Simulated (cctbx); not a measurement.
**What is wrong with this refinement?**

Cell a = 4.5790 Å, b = 20.1860 Å, c = 13.7600 Å, α = 90.00°, β = 90.00°, γ = 90.00°; space group Cmc2_1 (no. 36). The compound is Ba2CeTiTe5.

The data are simulated with cctbx, not measured: Cu Kα, λ = 1.54184 Å, to d = 0.83 Å, 95 % of the full sphere, strongest reflection 5000 counts, noise from counting, a 4 % proportional error and a noise floor of 8 counts (s.d.); no absorption.

An anisotropic refinement with weights 1/σ² prints:

```text
Rint 0.066, 1332 unique reflections to 0.83 A
cycle     R1     wR2    GooF  max shift (A)
   1  0.0359  0.0759   1.162   0.00223
   2  0.0348  0.0730   1.119   0.00000
final R1 0.0348 wR2 0.0730 GooF 1.119  parameters 54  data/parameter 24.7
atom        x        y        z      Ueq    occ   su(xyz)  su(Uiso or U11)
Ce1    0.50000  0.29276  0.48622   0.0043  1.000  0.00010  0.0006
Ba1    0.50000  0.38593  0.82177   0.0038  1.000  0.00010  0.0007
Ba2    0.50000  0.37466  0.18702   0.0033  1.000  0.00010  0.0007
Te1    0.50000  0.45641  0.45285   0.0022  1.000  0.00011  0.0008
Te2    0.00000  0.49407  0.23776   0.0020  1.000  0.00011  0.0006
Te3    0.50000  0.18491  0.13866   0.0031  1.000  0.00010  0.0008
Te4    0.50000  0.21034  0.83309   0.0020  1.000  0.00010  0.0007
Te5    0.50000  0.14202  0.50337   0.0027  1.000  0.00011  0.0006
Ti1    0.50000  0.05958  0.06637   0.0032  1.000  0.00032  0.0022
difference map: max 1.46 min -1.64 rms 0.38
Q1    0.1448  0.0502  0.0905    8    1.48  1.67 A from Ti1
Q2    0.0000  0.1556  0.8345    4    1.47  2.12 A from Ba2
Q3    0.1858  0.3161  0.7324    8    1.47  1.55 A from Te3
Q4    0.1161  0.0484  0.3950    8    1.40  1.75 A from Ba1
Q5    0.0000  0.1288  0.9702    4    1.36  1.60 A from Ce1
Q6    0.2011  0.4135  0.3929    8    1.34  1.82 A from Te1
```

**Question.** Can this result stand? If not, what is the likely fault?

Mend it. The fault: anomalous dispersion left out. Against the right model at the same level, R1 goes from 0.0291 to 0.0348 and GooF from 0.93 to 1.12. No atom is wrong: without f′ and f″ the atoms near an edge get the wrong scattering power, which U and the scale absorb. The signs are weak, and the output alone doesn't single this fault out.

The compound is Ba2CeTiTe5. The right model at the same level gives:

```text
Rint 0.066, 1332 unique reflections to 0.83 A
cycle     R1     wR2    GooF  max shift (A)
   1  0.0293  0.0611   0.936   0.00138
   2  0.0291  0.0605   0.926   0.00000
final R1 0.0291 wR2 0.0605 GooF 0.926  parameters 54  data/parameter 24.7
atom        x        y        z      Ueq    occ   su(xyz)  su(Uiso or U11)
Ce1    0.50000  0.29276  0.48622   0.0033  1.000  0.00008  0.0005
Ba1    0.50000  0.38591  0.82178   0.0039  1.000  0.00008  0.0006
Ba2    0.50000  0.37464  0.18703   0.0035  1.000  0.00008  0.0006
Te1    0.50000  0.45641  0.45287   0.0033  1.000  0.00009  0.0006
Te2    0.00000  0.49404  0.23779   0.0031  1.000  0.00009  0.0005
Te3    0.50000  0.18493  0.13865   0.0042  1.000  0.00009  0.0006
Te4    0.50000  0.21033  0.83306   0.0031  1.000  0.00008  0.0006
Te5    0.50000  0.14204  0.50335   0.0037  1.000  0.00009  0.0005
Ti1    0.50000  0.05952  0.06639   0.0053  1.000  0.00026  0.0018
Flack x: -0.01(2)
Hooft y: -0.007(23)  Bijvoet pairs: 635
difference map: max 1.45 min -1.72 rms 0.37
Q1    0.1770  0.3166  0.7328    8    1.51  1.53 A from Te3
Q2    0.1224  0.0489  0.4002    8    1.40  1.79 A from Ba1
Q3    0.1415  0.0494  0.0861    8    1.39  1.68 A from Ti1
Q4    0.1996  0.4130  0.3904    8    1.39  1.84 A from Te1
Q5    0.1953  0.4748  0.2515    8    1.36  0.99 A from Te2
Q6    0.0000  0.1682  0.8320    4    1.34  2.17 A from Ba2
```

The model is made up (kin elements in a known structure type, no relaxation), so it says nothing on whether the phase exists.

[Middle refinement cycles are left out of these outputs.]

[Logs are printed without paths, hosts, clocks, repeated set-up lines and the standing remarks that a program may print on its own settings, such as how far it seeks lower states.]
